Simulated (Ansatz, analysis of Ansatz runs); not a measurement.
# A hop of Na in Na5InO4 (Pmmn), charge 0, part 3 of 4

Aim: the barrier of one jump in Na5InO4 (Pmmn) at charge 0: V_Na hop (2.9 Å). The model is a cell of 40 host atoms with 1 Na taken out; Na is the atom that moves.

Ansatz 0.2.0; plane-wave PAW DFT, r2SCAN; nudged elastic band between two relaxed defect structures.

So far: Starting point; Relaxation of the start point, charge 0; Relaxation of the end point, charge 0.

## (4) Nudged elastic band, charge 0

3 movable images are laid between the ends on straight lines. Each image feels the true force across the path and a spring force along it. The highest image is set to climb to the top of the path.

This step: plane-wave PAW DFT, r2SCAN; nudged elastic band between two relaxed defect structures.

Input file q0_M1.neb/input.yaml:

```yaml
crystal:
  lattice:
    - [0.0, 7.57193307, 5.45251831]
    - [7.36502645, 0.0, 5.45251831]
    - [7.36502645, 7.57193307, 0.0]
  atoms:
    - { symbol: Na, position: [0.13289258, 0.12552376, 0.5916381] }
    - { symbol: Na, position: [0.59379103, 0.65820331, 0.08588805] }
    - { symbol: Na, position: [0.15187193, 0.59249427, 0.65391185] }
    - { symbol: Na, position: [0.66059077, 0.09139838, 0.14437128] }
    - { symbol: Na, position: [0.14982573, 0.64961709, 0.35064141] }
    - { symbol: Na, position: [0.64964922, 0.14955155, 0.85077902] }
    - { symbol: Na, position: [0.8482917, 0.34795365, 0.15229144] }
    - { symbol: Na, position: [0.34986763, 0.90871802, 0.37491876] }
    - { symbol: Na, position: [0.83750165, 0.41439088, 0.8420289] }
    - { symbol: Na, position: [0.40892403, 0.84958177, 0.86759647] }
    - { symbol: Na, position: [0.91459539, 0.33748903, 0.40678184] }
    - { symbol: Na, position: [0.39609943, 0.35593631, 0.40884431] }
    - { symbol: Na, position: [0.89800209, 0.8462565, 0.90783201] }
    - { symbol: Na, position: [0.34645224, 0.39811342, 0.84854235] }
    - { symbol: Na, position: [0.85618784, 0.89587442, 0.33991428] }
    - { symbol: Na, position: [0.09283906, 0.65174735, 0.10219007] }
    - { symbol: Na, position: [0.59170256, 0.16036367, 0.60436491] }
    - { symbol: Na, position: [0.15859062, 0.09344175, 0.16284058] }
    - { symbol: Na, position: [0.62571108, 0.63291231, 0.65065919] }
    - { symbol: In, position: [0.10523491, 0.11110063, 0.89523614] }
    - { symbol: In, position: [0.61139362, 0.60510123, 0.38912748] }
    - { symbol: In, position: [0.39034967, 0.38030707, 0.11998524] }
    - { symbol: In, position: [0.88059584, 0.89012471, 0.61022258] }
    - { symbol: O, position: [0.12750803, 0.88947881, 0.10578011] }
    - { symbol: O, position: [0.62241633, 0.3944702, 0.61083943] }
    - { symbol: O, position: [0.38975648, 0.62728205, 0.37796668] }
    - { symbol: O, position: [0.89465721, 0.12222607, 0.87303883] }
    - { symbol: O, position: [0.33083982, 0.11324715, 0.66966924] }
    - { symbol: O, position: [0.83143421, 0.59059736, 0.16914559] }
    - { symbol: O, position: [0.09091013, 0.33115381, 0.90955262] }
    - { symbol: O, position: [0.6135694, 0.83060375, 0.38699191] }
    - { symbol: O, position: [0.41182515, 0.15934753, 0.1024047] }
    - { symbol: O, position: [0.89821901, 0.67309135, 0.58864864] }
    - { symbol: O, position: [0.173294, 0.39792268, 0.34096574] }
    - { symbol: O, position: [0.65955981, 0.91162157, 0.82723835] }
    - { symbol: O, position: [0.37187298, 0.59359851, 0.90670571] }
    - { symbol: O, position: [0.87400899, 0.11138404, 0.38891178] }
    - { symbol: O, position: [0.09386162, 0.8714259, 0.62888154] }
    - { symbol: O, position: [0.61161787, 0.37362863, 0.12665382] }
basis:
  ecutwfc: 500
  xc_grid: 2
hamiltonian:
  xc: r2scan
kpoints:
  mp_grid: { grid: [1, 1, 1] }
magnetization:
  spin_polarized: true
  initial_magnetization: 1
  spin_locking: { lock_magnetization: hard }
scf:
  occupations: { method: fixed }
  max_iter: 100
output:
  forces: true
neb:
  images: 3
  f_tol: 0.05
  climbing: true
  initial_path: linear
  max_iterations: 45
  order_check: false
  final_atoms:
    - { symbol: Na, position: [0.10823148, 0.14681502, 0.59310876] }
    - { symbol: Na, position: [0.60823963, 0.64786391, 0.09371807] }
[... 5 atom lines left out ...]
    - { symbol: Na, position: [0.34451915, 0.90874552, 0.35146218] }
[... 1 atom line left out ...]
    - { symbol: Na, position: [0.40621356, 0.84112723, 0.89984091] }
[... 3 atom lines left out ...]
    - { symbol: Na, position: [0.36301332, 0.40185044, 0.84087198] }
    - { symbol: Na, position: [0.83427809, 0.85972218, 0.37727333] }
[... 3 atom lines left out ...]
    - { symbol: Na, position: [0.3619181, 0.83485382, 0.65440416] }
[... 1 atom line left out ...]
    - { symbol: In, position: [0.6099657, 0.6058641, 0.39944411] }
[... 3 atom lines left out ...]
    - { symbol: O, position: [0.62386224, 0.37484192, 0.60819189] }
[... 2 atom lines left out ...]
    - { symbol: O, position: [0.32501671, 0.08668118, 0.67563027] }
[... 2 atom lines left out ...]
    - { symbol: O, position: [0.58588976, 0.83962073, 0.39416998] }
[... 1 atom line left out ...]
    - { symbol: O, position: [0.93469163, 0.67616805, 0.58169214] }
[... 2 atom lines left out ...]
    - { symbol: O, position: [0.35189826, 0.60790129, 0.91081545] }
[... 1 atom line left out ...]
    - { symbol: O, position: [0.10910598, 0.87325885, 0.63085916] }
    - { symbol: O, position: [0.60568463, 0.37950961, 0.12201413] }
```

Launch:

```bash
$ ansatz run input.yaml --threads 4 --pin off --max-ram 7536MiB --backend cpu --events-out ev --progress --plain --runs-dir out
```

Numbers of over 12 decimals in the logs are rounded to 6 here.

What it wrote:

```text
[...]
Warning: neb: disabling space-group detection — the band's intermediate images generally break the endpoint symmetry, so no spatial operation reduces the k-mesh or symmetrises the density, except that a semilocal band can use its path's symmetry ahead of [...]
[...]
parallel-image band execution: 3 concurrent image workers
NEB image 0
Crystal: 39 atoms, lattice volume = 608.146 Å³
Basis set: ecut = 500 eV, 15439 PW (Γ), exchange–correlation on 144×144×160 points (8 copies of the dense FFT grid, shifted against one another)
Bands: 199, of which v1, the nominal top of the filled ones, is band 160 counted from 1 (159 counted from 0)
Symmetry: 1 space group operations
k-points: 1
[...]
Starting moments: Σ|m| = 1 μB on 39 of 39 sites
[...]
SCF iter   1: F=—  HF=-59856.381378 eV  |F-HF|=—  |Δ(HF+E_count)|=         —  Δρ=4.74e-2 (↑4.11e-2 ↓4.74e-2)  dr2=3.66e1  dr2_τ=9.58e-2  dr2_m=3.10e-1  M=1.000 μB ∫|m|=1.088 μB  β_m=1.20  ethr=3.10e-3  ⟨swp⟩=5.0  Hψ=1122  notcnv=0  defer=70
[...]
SCF iter  21: F=-59844.921397 eV  HF=-59844.921397 eV  |F-HF|=1.06e-8  |Δ(HF+E_count)|=   9.83e-9  Δρ=8.08e-7 (↑7.58e-7 ↓8.08e-7)  dr2=1.99e-8  dr2_τ=1.56e-10  dr2_m=1.78e-10  M=1.000 μB ∫|m|=1.254 μB  ethr=1.33e-11  ⟨swp⟩=1.0  Hψ=841  notcnv=0
SCF 1 converged in 21 iterations: F = -59844.921397 eV  dr2 = 1.99e-8
[...]
NSCF: frozen V_eff on 1 k-points
NEB image 4
SCF iter   1: F=—  HF=-59857.190032 eV  |F-HF|=—  |Δ(HF+E_count)|=         —  Δρ=4.75e-2 (↑4.12e-2 ↓4.75e-2)  dr2=3.81e1  dr2_τ=1.01e-1  dr2_m=3.31e-1  M=1.000 μB ∫|m|=1.076 μB  β_m=1.20  ethr=3.10e-3  ⟨swp⟩=5.0  Hψ=1130  notcnv=0  defer=64
[...]
SCF iter  24: F=-59845.333110 eV  HF=-59845.333110 eV  |F-HF|=5.40e-9  |Δ(HF+E_count)|=   7.18e-9  Δρ=8.06e-7 (↑6.78e-7 ↓8.06e-7)  dr2=1.30e-8  dr2_τ=1.05e-10  dr2_m=1.63e-10  M=1.000 μB ∫|m|=1.257 μB  ethr=1.31e-11  ⟨swp⟩=1.5  Hψ=848  notcnv=0
SCF 2 converged in 24 iterations: F = -59845.333110 eV  dr2 = 1.30e-8
[...]
NEB end point (image 0): max|allowed force component| = 9.695e-3 eV/Å (the criterion of neb.relax_end_points is 1.000e-2)
NEB end point (image 4): max|allowed force component| = 1.160e-2 eV/Å (the criterion of neb.relax_end_points is 1.000e-2)
NEB image 1
[...]
SCF iter   1: F=—  HF=-59856.114842 eV  |F-HF|=—  |Δ(HF+E_count)|=         —  Δρ=4.82e-2 (↑4.11e-2 ↓4.82e-2)  dr2=3.76e1  dr2_τ=1.16e-1  dr2_m=4.16e-1  M=1.000 μB ∫|m|=1.083 μB  β_m=1.20  ethr=3.10e-3  ⟨swp⟩=5.0  Hψ=1124  notcnv=0  defer=70
[...]
SCF iter  21: F=-59844.612230 eV  HF=-59844.612230 eV  |F-HF|=2.55e-9  |Δ(HF+E_count)|=   1.23e-8  Δρ=8.87e-7 (↑7.65e-7 ↓8.87e-7)  dr2=1.67e-8  dr2_τ=1.98e-10  dr2_m=5.08e-10  M=1.000 μB ∫|m|=1.260 μB  ethr=1.27e-11  ⟨swp⟩=1.0  Hψ=863  notcnv=0
SCF 3 converged in 21 iterations: F = -59844.612230 eV  dr2 = 1.67e-8
NEB image 2
SCF iter   1: F=—  HF=-59856.070963 eV  |F-HF|=—  |Δ(HF+E_count)|=         —  Δρ=4.70e-2 (↑4.11e-2 ↓4.70e-2)  dr2=3.69e1  dr2_τ=1.03e-1  dr2_m=2.31e-1  M=1.000 μB ∫|m|=1.081 μB  β_m=1.20  ethr=3.10e-3  ⟨swp⟩=5.0  Hψ=1108  notcnv=0  defer=62
[...]
SCF iter  20: F=-59844.399508 eV  HF=-59844.399508 eV  |F-HF|=1.12e-8  |Δ(HF+E_count)|=   1.11e-8  Δρ=1.14e-6 (↑1.06e-6 ↓1.14e-6)  dr2=2.47e-8  dr2_τ=3.61e-10  dr2_m=4.10e-10  M=1.000 μB ∫|m|=1.263 μB  ethr=3.13e-11  ⟨swp⟩=3.0  Hψ=852  notcnv=0
SCF 4 converged in 20 iterations: F = -59844.399508 eV  dr2 = 2.47e-8
NEB image 3
SCF iter   1: F=—  HF=-59856.676012 eV  |F-HF|=—  |Δ(HF+E_count)|=         —  Δρ=4.70e-2 (↑4.11e-2 ↓4.70e-2)  dr2=3.72e1  dr2_τ=9.78e-2  dr2_m=2.41e-1  M=1.000 μB ∫|m|=1.083 μB  β_m=1.20  ethr=3.10e-3  ⟨swp⟩=5.0  Hψ=1131  notcnv=0  defer=63
[...]
SCF iter  20: F=-59844.900337 eV  HF=-59844.900337 eV  |F-HF|=1.29e-8  |Δ(HF+E_count)|=   1.78e-8  Δρ=1.31e-6 (↑1.22e-6 ↓1.31e-6)  dr2=3.70e-8  dr2_τ=3.38e-10  dr2_m=3.46e-10  M=1.000 μB ∫|m|=1.262 μB  ethr=3.04e-11  ⟨swp⟩=2.0  Hψ=957  notcnv=0
SCF 5 converged in 20 iterations: F = -59844.900337 eV  dr2 = 3.70e-8
NEB iter   1: max|band force component| = 1.227e0 eV/Å  barrier→ = 0.5219 eV  barrier← = 0.9336 eV  Δτ_max = 0.0746 Å  (106 SCF iters)
  M     (μB):  +1.0000  +1.0000  +1.0000  +1.0000  +1.0000
  M_abs (μB):   1.2559   1.2625   1.2650   1.2639   1.2589
NEB image 1
[...]
Starting moments: Σ|m| = 1 μB on 39 of 39 sites; this step starts from the density that it was given
[...]
SCF iter  15: F=-59844.709780 eV  HF=-59844.709780 eV  |F-HF|=5.12e-9  |Δ(HF+E_count)|=   2.26e-8  Δρ=9.11e-7 (↑7.34e-7 ↓9.11e-7)  dr2=1.06e-8  dr2_τ=2.57e-10  dr2_m=5.80e-10  M=1.000 μB ∫|m|=1.260 μB  ethr=2.38e-11  ⟨swp⟩=2.0  Hψ=898  notcnv=0
SCF 6 converged in 15 iterations: F = -59844.709780 eV  dr2 = 1.06e-8
NEB image 2
[...]
SCF iter  16: F=-59844.600277 eV  HF=-59844.600277 eV  |F-HF|=1.64e-9  |Δ(HF+E_count)|=   1.35e-8  Δρ=5.83e-7 (↑4.36e-7 ↓5.83e-7)  dr2=4.34e-9  dr2_τ=1.22e-10  dr2_m=3.14e-10  M=1.000 μB ∫|m|=1.262 μB  ethr=6.32e-12  ⟨swp⟩=1.0  Hψ=896  notcnv=0
SCF 7 converged in 16 iterations: F = -59844.600277 eV  dr2 = 4.34e-9
NEB image 3
[...]
SCF iter  15: F=-59845.016974 eV  HF=-59845.016974 eV  |F-HF|=6.66e-9  |Δ(HF+E_count)|=   2.70e-8  Δρ=9.69e-7 (↑8.17e-7 ↓9.69e-7)  dr2=1.21e-8  dr2_τ=2.65e-10  dr2_m=3.85e-10  M=1.000 μB ∫|m|=1.260 μB  ethr=1.52e-11  ⟨swp⟩=1.5  Hψ=898  notcnv=0
SCF 8 converged in 15 iterations: F = -59845.016974 eV  dr2 = 1.21e-8
NEB iter   2: max|band force component| = 7.156e-1 eV/Å  barrier→ = 0.3211 eV  barrier← = 0.7328 eV  Δτ_max = 0.1592 Å  (46 SCF iters)
  M     (μB):  +1.0000  +1.0000  +1.0000  +1.0000  +1.0000
  M_abs (μB):   1.2559   1.2620   1.2637   1.2621   1.2589
NEB image 1
[...]
SCF iter  16: F=-59844.770990 eV  HF=-59844.770990 eV  |F-HF|=7.14e-9  |Δ(HF+E_count)|=   1.44e-8  Δρ=8.26e-7 (↑7.89e-7 ↓8.26e-7)  dr2=9.91e-9  dr2_τ=2.11e-10  dr2_m=2.07e-10  M=1.000 μB ∫|m|=1.259 μB  ethr=7.49e-12  ⟨swp⟩=1.0  Hψ=821  notcnv=0
SCF 9 converged in 16 iterations: F = -59844.770990 eV  dr2 = 9.91e-9
NEB image 2
[...]
SCF iter  16: F=-59844.719436 eV  HF=-59844.719436 eV  |F-HF|=9.32e-9  |Δ(HF+E_count)|=   1.30e-8  Δρ=8.52e-7 (↑7.84e-7 ↓8.52e-7)  dr2=1.00e-8  dr2_τ=3.28e-10  dr2_m=3.78e-10  M=1.000 μB ∫|m|=1.261 μB  ethr=9.95e-12  ⟨swp⟩=1.5  Hψ=860  notcnv=0
[...]
NEB iter   7: max|band force component| = 4.421e-2 eV/Å  barrier→ = 0.2043 eV  barrier← = 0.6160 eV  CI = image 2  Δτ_max = 0.0000 Å  (14 SCF iters)
  M     (μB):  +1.0000  +1.0000  +1.0000  +1.0000  +1.0000
  M_abs (μB):   1.2559   1.2610   1.2653   1.2606   1.2589
NEB image 0, for a test of the images' electronic states
iteration 21: the least curvature of the free energy that was read at this close is 0.282 (0.504 in the run's own bands): not negative
NEB image 2, for a test of the images' electronic states
[...]
NEB image 4, for a test of the images' electronic states
[...]
NEB image 0, for a test of the images' electronic states
[...]
SCF iter  19: F=-59844.921397 eV  HF=-59844.921397 eV  |F-HF|=1.22e-9  |Δ(HF+E_count)|=  8.59e-10  Δρ=5.31e-7 (↑4.67e-7 ↓5.31e-7)  dr2=4.05e-9  dr2_τ=5.35e-11  dr2_m=9.78e-11  M=1.000 μB ∫|m|=1.254 μB  ethr=4.55e-12  ⟨swp⟩=1.0  Hψ=1027  notcnv=0
SCF 22 converged in 19 iterations: F = -59844.921397 eV  dr2 = 4.05e-9
NEB image 2, for a test of the images' electronic states
[...]
SCF iter  18: F=-59844.717072 eV  HF=-59844.717072 eV  |F-HF|=2.60e-9  |Δ(HF+E_count)|=   2.60e-8  Δρ=8.49e-7 (↑5.89e-7 ↓8.49e-7)  dr2=9.01e-9  dr2_τ=1.70e-10  dr2_m=3.66e-10  M=1.000 μB ∫|m|=1.263 μB  ethr=9.54e-12  ⟨swp⟩=1.0  Hψ=1053  notcnv=0
SCF 23 converged in 18 iterations: F = -59844.717072 eV  dr2 = 9.01e-9
NEB image 2, for a test of the images' electronic states
[...]
SCF iter  18: F=-59844.717072 eV  HF=-59844.717072 eV  |F-HF|=1.89e-8  |Δ(HF+E_count)|=   7.08e-8  Δρ=1.49e-6 (↑1.46e-6 ↓1.49e-6)  dr2=2.93e-8  dr2_τ=5.54e-10  dr2_m=4.87e-10  M=1.000 μB ∫|m|=1.263 μB  ethr=2.98e-11  ⟨swp⟩=1.0  Hψ=1053  notcnv=0
SCF 24 converged in 18 iterations: F = -59844.717072 eV  dr2 = 2.93e-8
NEB image 4, for a test of the images' electronic states
[...]
SCF iter  21: F=-59845.333110 eV  HF=-59845.333110 eV  |F-HF|=8.95e-10  |Δ(HF+E_count)|=   5.24e-9  Δρ=6.16e-7 (↑4.68e-7 ↓6.16e-7)  dr2=4.60e-9  dr2_τ=1.10e-10  dr2_m=2.93e-10  M=1.000 μB ∫|m|=1.257 μB  ethr=5.86e-12  ⟨swp⟩=1.0  Hψ=1017  notcnv=0
SCF 25 converged in 21 iterations: F = -59845.333110 eV  dr2 = 4.60e-9
NEB image 2
[...]
SCF iter   2: F=-59844.717072 eV  HF=-59844.717072 eV  |F-HF|=1.53e-9  |Δ(HF+E_count)|=   1.08e-9  Δρ=3.82e-7 (↑3.52e-7 ↓3.82e-7)  dr2=2.32e-9  dr2_τ=4.21e-11  dr2_m=4.74e-11  M=1.000 μB ∫|m|=1.263 μB  ethr=1.63e-12  ⟨swp⟩=2.0  Hψ=630  notcnv=0
SCF 26 converged in 2 iterations: F = -59844.717072 eV  dr2 = 2.32e-9
[...]
SCF converged after 2 iterations
[...]
Magnetization: 1.0000 μB (160.0000 up, 159.0000 down)
Absolute magnetization: 1.2653 μB (∫|ρ↑−ρ↓|, with the PAW one-centre terms)
[...]
Per-site moments (μB) at R_I (Å): [(0.000185378, 0.930609), (-0.00017165, 0.949093), (-0.000504819, 0.935849), [... 36 left out ...]
Free energy (F): -59844.717072 eV
[...]
Internal energy: -59844.717072 eV  (E = F + TS)
E sigma→0 (E₀):  -59844.717072 eV
Fermi energy:    3.077381 (↑ 3.003755, ↓ 3.077381) eV
[...]
--- Forces (eV/Å), atoms counted from 1 ---
  atom   1  Na     0.00981852     0.00175841    -0.00033878
  atom   2  Na     0.00220421     0.00059193    -0.00102431
  [... 5 atoms left out ...]
  atom   8  Na    -0.00352294    -0.00019107     0.00164320
  [... 1 atom left out ...]
  atom  10  Na     0.00541298    -0.00707221    -0.00525831
  [... 3 atoms left out ...]
  atom  14  Na     0.00507185     0.00618668    -0.00637381
  atom  15  Na    -0.00946151     0.00219428     0.00195311
  [... 3 atoms left out ...]
  atom  19  Na     0.00080279    -0.00512847    -0.02379314
  [... 1 atom left out ...]
  atom  21  In    -0.02625750     0.00379031     0.01099111
  [... 3 atoms left out ...]
  atom  25  O      0.00821835    -0.01246465    -0.00858126
  [... 5 atoms left out ...]
  atom  31  O      0.01034737     0.00107014     0.01080355
  [... 1 atom left out ...]
  atom  33  O      0.01028905    -0.00498196     0.00697683
  [... 2 atoms left out ...]
  atom  36  O     -0.01528402     0.00590334     0.02045706
  [... 3 atoms left out ...]
  max |Σ_I F_I| component: 2.25e-3 eV/Å
--- Band table (eV) ---
[...]
this run last wrote the band of iteration 7 to <dir>; this run last wrote the band within `neb.f_tol` of iteration 6 to <dir>
--- NEB band (5 images, 7 band iterations, 347 SCF iterations, 76 more in tests of the images' electronic states and relaxations of end points) ---
  forward barrier  = 0.204325 eV
  backward barrier = 0.616038 eV
  climbing image's point = of an order that was not read
  energies are F+E_penalty+E_count in eV, relative to image 0
  image     s (Å)  Δ vs image 0  max|band force component| (eV/Å)     M (μB)  M_abs (μB)
      0    0.0000      0.000000                                 —    +1.0000      1.2559
      1    0.6475      0.091109                          2.542e-2    +1.0000      1.2610
  *   2    1.2932      0.204325                          2.628e-2    +1.0000      1.2653
      3    2.2068     -0.142070                          4.421e-2    +1.0000      1.2606
      4    3.1065     -0.411713                                 —    +1.0000      1.2589
  climbing-image geometry (image 2):
  cell:  # Å, volume = 608.1465 Å³
    - [0.0, 7.57193307, 5.45251831]
    - [7.36502645, 0.0, 5.45251831]
    - [7.36502645, 7.57193307, 0.0]
  atoms:
    - { symbol: Na, position: [0.132930, 0.119784, 0.592628] }
    - { symbol: Na, position: [0.603748, 0.648935, 0.091155] }
    - { symbol: Na, position: [0.148325, 0.586028, 0.657979] }
    - { symbol: Na, position: [0.661479, 0.095378, 0.139010] }
    - { symbol: Na, position: [0.148681, 0.647900, 0.353894] }
    - { symbol: Na, position: [0.648273, 0.148356, 0.850342] }
    - { symbol: Na, position: [0.850120, 0.348233, 0.144810] }
    - { symbol: Na, position: [0.347749, 0.908086, 0.365657] }
    - { symbol: Na, position: [0.812626, 0.421028, 0.826904] }
    - { symbol: Na, position: [0.395364, 0.846490, 0.908743] }
    - { symbol: Na, position: [0.911843, 0.338002, 0.404585] }
    - { symbol: Na, position: [0.396605, 0.346961, 0.415252] }
    - { symbol: Na, position: [0.899636, 0.844287, 0.908354] }
    - { symbol: Na, position: [0.354801, 0.404446, 0.845044] }
    - { symbol: Na, position: [0.854518, 0.887604, 0.338841] }
    - { symbol: Na, position: [0.082020, 0.656273, 0.108388] }
    - { symbol: Na, position: [0.587575, 0.154488, 0.607139] }
    - { symbol: Na, position: [0.151980, 0.103102, 0.157808] }
    - { symbol: Na, position: [0.544351, 0.752826, 0.644957] }
    - { symbol: In, position: [0.106715, 0.114159, 0.890335] }
    - { symbol: In, position: [0.611336, 0.606036, 0.392436] }
    - { symbol: In, position: [0.383453, 0.382258, 0.124882] }
    - { symbol: In, position: [0.879048, 0.892061, 0.610042] }
    - { symbol: O, position: [0.121173, 0.893583, 0.109292] }
    - { symbol: O, position: [0.620618, 0.385076, 0.610026] }
    - { symbol: O, position: [0.389919, 0.621371, 0.380560] }
    - { symbol: O, position: [0.896463, 0.124666, 0.867210] }
    - { symbol: O, position: [0.334183, 0.089300, 0.676249] }
    - { symbol: O, position: [0.828722, 0.587093, 0.171845] }
    - { symbol: O, position: [0.100844, 0.327715, 0.908507] }
    - { symbol: O, position: [0.604966, 0.839253, 0.379289] }
    - { symbol: O, position: [0.408428, 0.167194, 0.097283] }
    - { symbol: O, position: [0.893623, 0.680873, 0.583795] }
    - { symbol: O, position: [0.168561, 0.393052, 0.350032] }
    - { symbol: O, position: [0.660743, 0.906824, 0.831881] }
    - { symbol: O, position: [0.356731, 0.601382, 0.919494] }
    - { symbol: O, position: [0.866446, 0.109979, 0.391129] }
    - { symbol: O, position: [0.094643, 0.867216, 0.627366] }
    - { symbol: O, position: [0.609216, 0.373873, 0.124792] }
```

Elapsed: 16 min, on 4 threads of Arm Neoverse V2, shared host; peak memory 3.8 GiB.

In the SCF lines HF is the Harris–Foulkes energy and dr2 the Hartree energy of the density residual, in eV; the loop may stop once dr2 is under the threshold and the program's other checks hold. Hψ counts applications of the Hamiltonian.

Images along the path:

```csv
image,path (Å),energy (eV),"Na19: x, y, z (Å)"
0,0.000,0.0000,"9.454, 9.665, 6.863"
1,0.647,0.0911,"9.841, 9.384, 6.982"
2,1.293,0.2043,"10.295, 9.005, 7.073"
3,2.207,-0.1421,"10.764, 8.308, 6.913"
4,3.106,-0.4117,"10.968, 7.696, 6.525"
```

This step gave:

- free energy: -59844.7171 eV
- total moment: 1 μB
- integral of the absolute spin density: 1.265 μB
- spin contamination: 0.004677
- barrier forward: 0.2043 eV
- barrier backward: 0.6160 eV
- end less start: -0.4117 eV
- hop length: 2.507 Å

Track of the atom that was set to move:

```csv
image,x (Å),y (Å),z (Å),nearest neighbour,distance (Å)
0,9.454,9.665,6.863,O,2.259
1,9.841,9.384,6.982,O,2.198
2,10.29,9.005,7.073,O,2.162
3,10.76,8.308,6.913,O,2.179
4,10.97,7.696,6.525,O,2.274
```

The band met its tolerance of 0.05 eV/Å after 7 iterations, with image 2 on top (the start counts as 0). Na19, which moves farthest between the ends, has 4 O at 2.26 to 2.46 Å nearest at the start and 2 O at 2.16 to 2.19 Å at the top.

(Continued in part 4 of 4.)

[Logs are printed without paths, hosts, clocks, repeated set-up lines and the standing remarks that a program may print on its own settings, such as how far it seeks lower states.]

[Hosts, paths, dates, database ids (printed as entryN), source tags and the programs' standing remarks are cut or masked in the printed files.]
